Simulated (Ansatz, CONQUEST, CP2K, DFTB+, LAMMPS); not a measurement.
# CP2K runs on glassy 50SiO2-43CaO-7P2O5 (mol %) (85 atoms)

Wanted: CP2K inputs and outputs for glassy 50SiO2-43CaO-7P2O5 (mol %) (85 atoms), checked against a plane-wave reference.

Calculated with CP2K 2026.2; the method is named at each step.

**1. Set-up**

The cell holds 85 atoms: 15 Si, 13 Ca, 4 P and 53 O. Its edges and angles: a = 10.610 Å, b = 10.610 Å, c = 10.610 Å, α = 90.0°, β = 90.0°, γ = 90.0°. 85 atoms (15 Si, 13 Ca, 4 P, 53 O) placed at random at 2.63 g/cm³, melted at 4000 K for 10 ps at fixed volume with the Morse and Coulomb pair potential with partial charges (Pedone, Malavasi, Menziani, Cormack and Segre, J. Phys. Chem. B 110, 11780 (2006)). Quenched from 4000 K to 300 K at 30 K/ps and fixed volume, held 10 ps at zero pressure.

The yardstick, on the same geometry:

| Property | Result |
| --- | --- |
| method | Kohn-Sham DFT, PBE, PAW, plane waves (Ansatz 0.2.0); cutoff 420 eV, Γ point, fermi-dirac smearing of 0.05 eV; PAW set soft_2 |
| r.m.s. force component | 1.542 eV/Å |
| longest force | 7.863 eV/Å |
| pressure | 4.838 GPa |
| gap (highest filled to lowest empty level) | 3.651 eV |
| SCF cycles | 9 |
| time | 15 s on 4 threads of Intel Xeon Platinum 8175M at 2.50GHz (Skylake/Cascade Lake), shared host |
| CPU time | 53 s |

**2. PBE, DZVP-MOLOPT-SR, 600/50 Ry, OT DIIS**

Method: Kohn-Sham DFT, PBE, GTH-PBE pseudopotentials, Gaussian and plane waves, DZVP-MOLOPT-SR-GTH, orbital transformation.

input.inp

```
&GLOBAL
  PROJECT cell
  RUN_TYPE ENERGY_FORCE
  PRINT_LEVEL LOW
&END GLOBAL
&FORCE_EVAL
  METHOD QS
  STRESS_TENSOR ANALYTICAL
  &DFT
    BASIS_SET_FILE_NAME BASIS_MOLOPT
    POTENTIAL_FILE_NAME GTH_POTENTIALS
    &MGRID
      CUTOFF 600
      REL_CUTOFF 50
      NGRIDS 5
    &END MGRID
    &QS
      EPS_DEFAULT 1.0E-12
    &END QS
    &SCF
      SCF_GUESS ATOMIC
      EPS_SCF 1.0E-06
      MAX_SCF 30
      &OT
        MINIMIZER DIIS
        PRECONDITIONER FULL_ALL
        ENERGY_GAP 0.001
      &END OT
      &OUTER_SCF
        EPS_SCF 1.0E-06
        MAX_SCF 8
      &END OUTER_SCF
      &PRINT
        &RESTART OFF
        &END RESTART
      &END PRINT
    &END SCF
    &XC
      &XC_FUNCTIONAL PBE
      &END XC_FUNCTIONAL
    &END XC
    &PRINT
      &MULLIKEN ON
      &END MULLIKEN
      &HIRSHFELD ON
        SHAPE_FUNCTION DENSITY
      &END HIRSHFELD
      &MO_CUBES
        NHOMO 1
        NLUMO 4
        WRITE_CUBE F
      &END MO_CUBES
    &END PRINT
  &END DFT
  &SUBSYS
    &CELL
      A 10.61030 0.00000 0.00000
      B 0.00000 10.61030 0.00000
      C 0.00000 0.00000 10.61030
    &END CELL
    &TOPOLOGY
      COORD_FILE_NAME structure.xyz
      COORD_FILE_FORMAT XYZ
    &END TOPOLOGY
    &KIND Si
      BASIS_SET DZVP-MOLOPT-SR-GTH-q4
      POTENTIAL GTH-PBE-q4
    &END KIND
    &KIND Ca
      BASIS_SET DZVP-MOLOPT-SR-GTH-q10
      POTENTIAL GTH-PBE-q10
    &END KIND
    &KIND P
      BASIS_SET DZVP-MOLOPT-SR-GTH-q5
      POTENTIAL GTH-PBE-q5
    &END KIND
    &KIND O
      BASIS_SET DZVP-MOLOPT-SR-GTH-q6
      POTENTIAL GTH-PBE-q6
    &END KIND
  &END SUBSYS
  &PRINT
    &FORCES ON
    &END FORCES
    &STRESS_TENSOR ON
    &END STRESS_TENSOR
  &END PRINT
&END FORCE_EVAL
```

structure.xyz

```xyz
85

Si 1.03111 6.06219 5.82452
Si 4.53643 8.22128 4.56041
Si 7.02826 6.95632 6.22039
Si 1.98073 3.37641 1.37531
Si 10.07278 1.28947 4.49463
Si 5.01602 4.03775 1.65637
Si 1.63165 3.41715 4.45792
Si 1.11748 6.14061 0.12011
Si 7.02784 2.91507 10.14493
Si 6.31525 6.82539 1.02336
Si 8.23094 5.98994 3.38819
Si 9.48359 4.18035 7.30020
Si 2.96558 6.34273 8.27710
Si 8.81620 5.29136 10.04095
Si 5.60616 4.68784 7.84101
Ca 1.46242 6.87102 3.00027
Ca 1.75314 9.30905 6.93235
Ca 2.00142 3.12473 8.70352
Ca 3.93462 5.01411 5.08690
Ca 3.47593 8.84941 0.23565
Ca 8.19380 2.37257 2.11835
Ca 9.70004 8.75042 4.58524
Ca 9.90164 1.29138 9.40815
Ca 7.49310 1.23440 6.71494
Ca 3.80093 0.91111 5.51884
Ca 6.81807 10.06366 0.02971
Ca 9.23022 7.93990 1.04098
Ca 6.89033 3.42936 4.73665
P 8.92984 8.79520 8.03614
P 6.49350 10.19268 3.62501
P 4.35585 0.85816 8.59583
P 0.40542 10.44011 1.83579
O 10.23416 10.44648 0.57232
O 0.02207 0.07735 5.34133
O 0.30494 2.70159 4.93920
O 5.64075 7.57851 5.56935
O 8.83424 10.24584 7.72971
O 8.40102 8.64782 9.49696
O 10.59099 9.22778 2.58700
O 10.44457 5.12605 6.46740
O 10.17390 5.98357 0.03374
O 7.58573 9.46067 4.37505
O 1.48640 5.06578 4.53919
O 8.93790 5.25358 8.45344
O 8.53832 3.77228 10.58919
O 4.28147 5.36478 8.35391
O 6.47621 3.82820 9.09706
O 8.34585 3.44050 6.56385
O 3.53673 9.18130 5.42101
O 5.62410 8.10966 0.62664
O 5.46112 3.86894 6.47695
O 7.16896 6.95367 2.40302
O 5.41677 0.75673 7.48535
O 1.57552 4.94408 1.09307
O 5.36001 9.11531 3.55859
O 2.31644 6.11578 6.81882
[... 25 atom lines left out ...]
O 1.76842 5.65900 9.31117
O 5.14642 4.04454 3.20590
O 3.67371 7.06391 3.89281
O 5.36107 5.51884 1.10411
```

On the command line:

```
OMP_NUM_THREADS=1 mpirun -np 4 cp2k.psmp -i input.inp > output.txt
```

Numbers of over 12 decimals in the logs are rounded to 6 here.

Output:

```text
CP2K| version string:                                       CP2K version 2026.2
 CP2K| Input file name                                                 input.inp
 GLOBAL| Basis set file name                                        BASIS_MOLOPT
 GLOBAL| Potential file name                                      GTH_POTENTIALS
 GLOBAL| Run type                                                   ENERGY_FORCE
 GLOBAL| Total number of message passing processes                             4
 GLOBAL| Number of threads for this process                                    1
 TOTAL NUMBERS AND MAXIMUM NUMBERS
  Total number of            - Atomic kinds:                                   4
                             - Atoms:                                         85
                             - Shell sets:                                    85
                             - Shells:                                       438
                             - Primitive Cartesian functions:                419
                             - Cartesian basis functions:                   1203
                             - Spherical basis functions:                   1118
  Maximum angular momentum of- Orbital basis functions:                        2
                             - Local part of the GTH pseudopotential:          2
                             - Non-local part of the GTH pseudopotential:      3
 SCF PARAMETERS         Density guess:                                    ATOMIC
                        max_scf:                                              30
                        eps_scf:                                        1.00E-06
                        Outer loop SCF in use
                        eps_scf                                         1.00E-06
                        max_scf                                                8
 Extrapolation method: initial_guess
 Number of electrons:                                                        528
[... lines left out ...]
  Step     Update method      Time    Convergence         Total energy    Change
[... lines left out ...]
  Total energy:                                             -1416.724654
[... lines left out ...]
  Step     Update method      Time    Convergence         Total energy    Change
[... lines left out ...]
  Total energy:                                             -1416.709189
[... lines left out ...]
                                         using   7 DIIS vectors
                                         safer DIIS on
  Preconditioner : FULL_ALL            : diagonalization, state selective
  Precond_solver : DEFAULT
  stepsize       :    0.15000000                  energy_gap     :    0.00100000
  eps_taylor     :   0.10000E-15                  max_taylor     :             4
  ----------------------------------- OT ---------------------------------------
  Step     Update method      Time    Convergence         Total energy    Change
[...]
19 OT DIIS     0.15E+00    8.5     0.00000110     -1417.0725176566 -2.22E-08
    20 OT DIIS     0.15E+00   10.8     0.00000100     -1417.0725176572 -6.25E-10
  *** SCF run converged in    20 steps ***
  Electronic density on regular grids:       -527.9999999440        0.0000000560
  Core density on regular grids:              527.9999999997       -0.0000000003
  Total charge density on r-space grids:        0.0000000557
  Total charge density g-space grids:           0.0000000557
  Overlap energy of the core charge distribution:               2.64936e-06
  Self energy of the core charge distribution:              -3360.678274
  Core Hamiltonian energy:                                    909.663959
  Hartree energy:                                            1317.754547
  Exchange-correlation energy:                               -283.812752
  Total energy:                                             -1417.072518
  outer SCF iter =    3 RMS gradient =   0.10E-05 energy =      -1417.0725176572
  outer SCF loop converged in   3 iterations or   80 steps
 !-----------------------------------------------------------------------------!
                     Mulliken Population Analysis
 #  Atom  Element  Kind  Atomic population                           Net charge
       1     Si       1          3.193840                              0.806160
       2     Si       1          3.283094                              0.716906
       3     Si       1          3.188172                              0.811828
[...]
84     O        4          6.706737                             -0.706737
      85     O        4          6.464444                             -0.464444
 # Total charge                            528.000000                  0.000000
 !-----------------------------------------------------------------------------!
 !-----------------------------------------------------------------------------!
                           Hirshfeld Charges
  #Atom  Element  Kind  Ref Charge     Population                    Net charge
      1       Si     1       4.000          3.474                         0.526
      2       Si     1       4.000          3.531                         0.469
      3       Si     1       4.000          3.426                         0.574
[...]
84       O      4       6.000          6.383                        -0.383
     85       O      4       6.000          6.278                        -0.278
  Total Charge                                                           -0.000
 !-----------------------------------------------------------------------------!
  Eigenvalues of the occupied subspace spin            1
      -1.37999480     -1.36353551     -1.36094277     -1.35979098
      -1.35150450     -1.35024127     -1.34942338     -1.34793478
      -1.34774764     -1.34571105     -1.34555044     -1.34363550
[...]
0.12070798      0.13021257      0.13094789      0.13452163
 Fermi Energy [eV] :    3.660520
  Using OT eigensolver for additional unoccupied orbitals spin            1
  Lowest Eigenvalues of the unoccupied subspace spin            1
 OT| Eigensolver reached convergence in 191 iterations
       0.26395306      0.28491290      0.28932489      0.29964680
 HOMO - LUMO gap [eV] :    3.522008
 ENERGY| Total FORCE_EVAL ( QS ) energy [hartree]          -1417.072518
 FORCES| Atomic forces [hartree/bohr]
 FORCES|   Atom     x               y               z               |f|
 FORCES|      1 -3.50596433E-02 -8.46023669E-02  4.64784403E-02   1.02698513E-01
 FORCES|      2 -4.81147108E-02 -1.12275398E-03  4.51378601E-02   6.59826673E-02
 FORCES|      3 -2.47961990E-02  1.10519061E-02 -1.65015252E-02   3.17694263E-02
[...]
FORCES|     84 -1.36802229E-02 -2.45218818E-02 -1.10060649E-02   3.01596527E-02
 FORCES|     85 -1.93220955E-02  6.50308633E-03 -1.20302104E-02   2.36719131E-02
 FORCES| Sum    -1.75343999E-04 -7.56965052E-03  1.23782804E-02
 FORCES| Total atomic force                                       1.45104163E-02
 STRESS| Analytical stress tensor [bar]
 STRESS|                        x                   y                   z
 STRESS|      x        4.75034098453E+04   1.02576042497E+04   4.21187120969E+03
 STRESS|      y        1.02576042497E+04   5.79261387217E+04  -2.02835205629E+04
 STRESS|      z        4.21187120969E+03  -2.02835205629E+04   5.56375238074E+04
 STRESS| 1/3 Trace                                             5.36890241248E+04
```

Wall time 8.7 min (4 MPI ranks of Intel Xeon Platinum 8175M at 2.50GHz (Skylake/Cascade Lake), shared host); peak memory 3.2 GiB; 35 min of CPU time.

Banners, paths, timers and routine set-up lines are dropped from the logs unmarked, and long logs keep their key lines alone; longer cuts are marked.

Compared with the plane-wave run:

- r.m.s. force component: 1.538 eV/Å
- r.m.s. difference of force components: 112.5 meV/Å
- longest difference of force vectors: 475.8 meV/Å
- force difference over r.m.s. force: 7.293 %
- slope of forces against the reference's: 0.995
- correlation of force components: 0.9973
- gap (highest filled to lowest empty level): 3.522 eV
- gap difference: -0.1286 eV
- pressure: 5.369 GPa
- pressure difference: 0.531 GPa

Length of the force difference by element (eV/Å):

```
element  atoms  mean  most
     Ca     13  0.12  0.24
      O     53  0.16  0.36
      P      4  0.25  0.36
     Si     15  0.26  0.48
```

Local excerpt of 12 atoms (numbers count through the whole input) about O47, which bears the longest force; x, y, z are measured from there.

| atom | x | y | z | distance (Å) | bonds | Hirshfeld charge (e) | Fx | Fy | Fz (eV/Å) |
| --- | --- | --- | --- | --- | --- | --- | --- | --- | --- |
| O47 | 0.00 | 0.00 | 0.00 | 0.00 | 2 | -0.26 | -2.94 | 4.29 | -5.87 |
| Si9 | 0.55 | -0.91 | 1.05 | 1.50 | 4 | 0.49 | 2.46 | 0.14 | 0.95 |
| Si15 | -0.87 | 0.86 | -1.26 | 1.75 | 4 | 0.56 | 3.34 | -2.00 | 0.20 |
| O76 | -0.31 | -0.77 | 2.35 | 2.50 | 3 | -0.25 | -0.78 | -0.76 | 3.04 |
| O45 | 2.06 | -0.06 | 1.49 | 2.55 | 3 | -0.26 | -0.20 | -1.13 | 0.72 |
| O58 | 1.15 | -2.34 | 0.75 | 2.72 | 3 | -0.33 | 0.36 | -1.02 | 0.19 |
| O67 | -2.30 | -1.51 | -0.14 | 2.75 | 2 | -0.35 | -0.32 | 1.88 | 0.42 |
| O72 | 0.04 | 2.13 | -1.75 | 2.76 | 2 | -0.27 | 0.28 | -0.07 | 0.95 |
| O46 | -2.19 | 1.54 | -0.74 | 2.78 | 2 | -0.24 | -2.29 | 0.34 | 1.08 |
| O51 | -1.02 | 0.04 | -2.62 | 2.81 | 3 | -0.36 | -0.75 | -0.67 | -0.75 |
| O44 | 2.46 | 1.43 | -0.64 | 2.92 | 2 | -0.28 | -0.22 | 0.53 | 0.21 |
| Si14 | 2.34 | 1.46 | 0.94 | 2.92 | 4 | 0.56 | -2.44 | 0.27 | 0.03 |

Forces lie 7.3 % from the reference's, at 39 times its CPU time; the SCF took 80 steps, which the time reflects.

The forces add up to 0.75 eV/Å instead of zero, usually a sign of too coarse a grid.

**3. RPBE, PBE potentials, DZVP-MOLOPT-SR, 600/50 Ry, OT DIIS**

Method: Kohn-Sham DFT, RPBE, GTH-PBE pseudopotentials, Gaussian and plane waves, DZVP-MOLOPT-SR-GTH, orbital transformation.

input.inp: that of step 2 with these lines changed.

```diff
@@ -38,3 +38,7 @@
     &XC
-      &XC_FUNCTIONAL PBE
+      &XC_FUNCTIONAL
+        &GGA_X_RPBE
+        &END GGA_X_RPBE
+        &GGA_C_PBE
+        &END GGA_C_PBE
       &END XC_FUNCTIONAL
```

structure.xyz is that of step 2.

Output:

```text
CP2K| version string:                                       CP2K version 2026.2
 CP2K| Input file name                                                 input.inp
 GLOBAL| Basis set file name                                        BASIS_MOLOPT
 GLOBAL| Potential file name                                      GTH_POTENTIALS
[... lines left out ...]
  Total energy:                                             -1418.056136
[... lines left out ...]
  Step     Update method      Time    Convergence         Total energy    Change
[... lines left out ...]
  *** SCF run converged in    16 steps ***
[... lines left out ...]
  Total energy:                                             -1418.347425
[... lines left out ...]
  outer SCF loop converged in   3 iterations or   76 steps
[... lines left out ...]
 Fermi Energy [eV] :    3.801168
[... lines left out ...]
 OT| Eigensolver reached convergence in 203 iterations
[... lines left out ...]
 ENERGY| Total FORCE_EVAL ( QS ) energy [hartree]          -1418.347425
[... lines left out ...]
 FORCES|      1 -3.57843969E-02 -8.36894793E-02  4.69797146E-02   1.02428246E-01
 FORCES|      2 -4.87665918E-02 -8.41216821E-04  4.51979587E-02   6.64961923E-02
 FORCES|      3 -2.54914375E-02  1.09477308E-02 -1.61050298E-02   3.20786250E-02
[...]
FORCES|     84 -1.32214757E-02 -2.19084850E-02 -7.99626365E-03   2.68091284E-02
 FORCES|     85 -1.80168653E-02  5.02698687E-03 -1.09349237E-02   2.16668084E-02
 FORCES| Sum     1.90365698E-04 -2.15036818E-02  3.57961149E-02
 FORCES| Total atomic force                                       4.17589081E-02
 STRESS| Analytical stress tensor [bar]
 STRESS|                        x                   y                   z
 STRESS|      x        6.60710868372E+04   1.07520341412E+04   3.72425704227E+03
 STRESS|      y        1.07520341412E+04   7.62149759988E+04  -2.06788440273E+04
 STRESS|      z        3.72425704227E+03  -2.06788440273E+04   7.37947358137E+04
 STRESS| 1/3 Trace                                             7.20269328832E+04
```

Elapsed: 8.8 min, on 4 MPI ranks; peak memory 3.3 GiB; 35 min of CPU time.

Compared with the plane-wave run:

| Property | Result |
| --- | --- |
| r.m.s. force component | 1.514 eV/Å |
| r.m.s. difference of force components | 172.8 meV/Å |
| longest difference of force vectors | 723.6 meV/Å |
| force difference over r.m.s. force | 11.2 % |
| slope of forces against the reference's | 0.9755 |
| correlation of force components | 0.9938 |
| gap (highest filled to lowest empty level) | 3.709 eV |
| gap difference | 0.0588 eV |
| pressure | 7.203 GPa |
| pressure difference | 2.365 GPa |

Against the first run (7.3 %), the force difference from the reference is 11 %, at 1.0 times the CPU time; the model has changed, so this is no error of the program alone.

The forces add up to 2.1 eV/Å instead of zero, usually a sign of too coarse a grid.

**4. The ladder**

Differences are against the plane-wave reference, forces as r.m.s. over components; share is that over the reference's r.m.s. force, slope the least-squares factor from reference forces to these. Total energies of different programs have different zeros and aren't compared.

```csv
run,"Δ force, r.m.s. (meV/Å)",share (%),slope,Δ pressure (GPa),Δ gap (eV),cores,CPU time,memory (GiB)
reference,-,-,-,-,-,4,53 s,1.5
"CP2K PBE, DZVP-MOLOPT-SR, 600/50 Ry, OT DIIS",112,7.29,0.995,0.531,-0.129,4,35 min,3.2
"CP2K RPBE, PBE potentials, DZVP-MOLOPT-SR, 600/50 Ry, OT DIIS",173,11.2,0.976,2.36,0.0588,4,35 min,3.3
```

CPU time is summed over cores on a shared host, where runs went side by side, so it is rough. Symmetry, cutoffs, thresholds, outputs and thread counts weren't matched or tuned between programs; memory under MPI is the largest rank's times the ranks.

Mean charges by element (e), by run and scheme:

```
                                                          run     scheme     Si     Ca      P      O
                                                    reference     Löwdin  +1.69  +1.75  +2.17  -0.92
                 CP2K PBE, DZVP-MOLOPT-SR, 600/50 Ry, OT DIIS   Mulliken  +0.79  +1.19  +0.74  -0.57
                 CP2K PBE, DZVP-MOLOPT-SR, 600/50 Ry, OT DIIS  Hirshfeld  +0.51  +0.50  +0.47  -0.30
CP2K RPBE, PBE potentials, DZVP-MOLOPT-SR, 600/50 Ry, OT DIIS   Mulliken  +0.81  +1.25  +0.76  -0.59
CP2K RPBE, PBE potentials, DZVP-MOLOPT-SR, 600/50 Ry, OT DIIS  Hirshfeld  +0.52  +0.52  +0.48  -0.31
```

The reference's Löwdin charges lack the electrons that the projection spills, 0.093 e an atom on average.

**5. Results**

| Quantity | Value |
| --- | --- |
| nearest in forces | CP2K PBE, DZVP-MOLOPT-SR, 600/50 Ry, OT DIIS, 7.3 % |
| its CPU time | 35 min |

**Reading.** The PBE run in local orbitals differs by 7.3 % (CP2K PBE, DZVP-MOLOPT-SR, 600/50 Ry, OT DIIS); basis, grid and potentials can all enter. Rows with another functional or a dispersion term differ by 11 % (CP2K RPBE, PBE potentials, DZVP-MOLOPT-SR, 600/50 Ry, OT DIIS), which mixes the change of model with differences of basis and potentials, some of them made for another functional. CP2K RPBE, PBE potentials, DZVP-MOLOPT-SR, 600/50 Ry, OT DIIS needed 76 SCF steps, so its time overstates the method's usual cost. None of the electronic-structure runs in the table takes under half the reference's CPU time of 53 s; they take 39 to 40 times as much. At the same functional, the gap of CP2K PBE, DZVP-MOLOPT-SR, 600/50 Ry, OT DIIS lies 0.13 eV below the reference's 3.65 eV. Charges hang on scheme and program or settings: among these rows the mean for P runs from +0.47 to +2.17 e. The quench rate of 30 K/ps is many orders above laboratory rates, so the cell is likely richer in defects and strain than a real sample. The network of bonds at the start is that of the classical potential that made the cell, and needn't be the one that DFT or experiment would give. The electronic-structure runs sample only Γ, in a cell whose shortest periodic width is 11 Å.

[Also dropped from logs without a mark: logging warnings of Python, and SIESTA's first energy breakdown and zero terms.]

[Logs are printed without paths, hosts, clocks, repeated set-up lines and the standing remarks that a program may print on its own settings, such as how far it seeks lower states.]

[Hosts, paths, dates, database ids (printed as entryN), source tags and the programs' standing remarks are cut or masked in the printed files.]
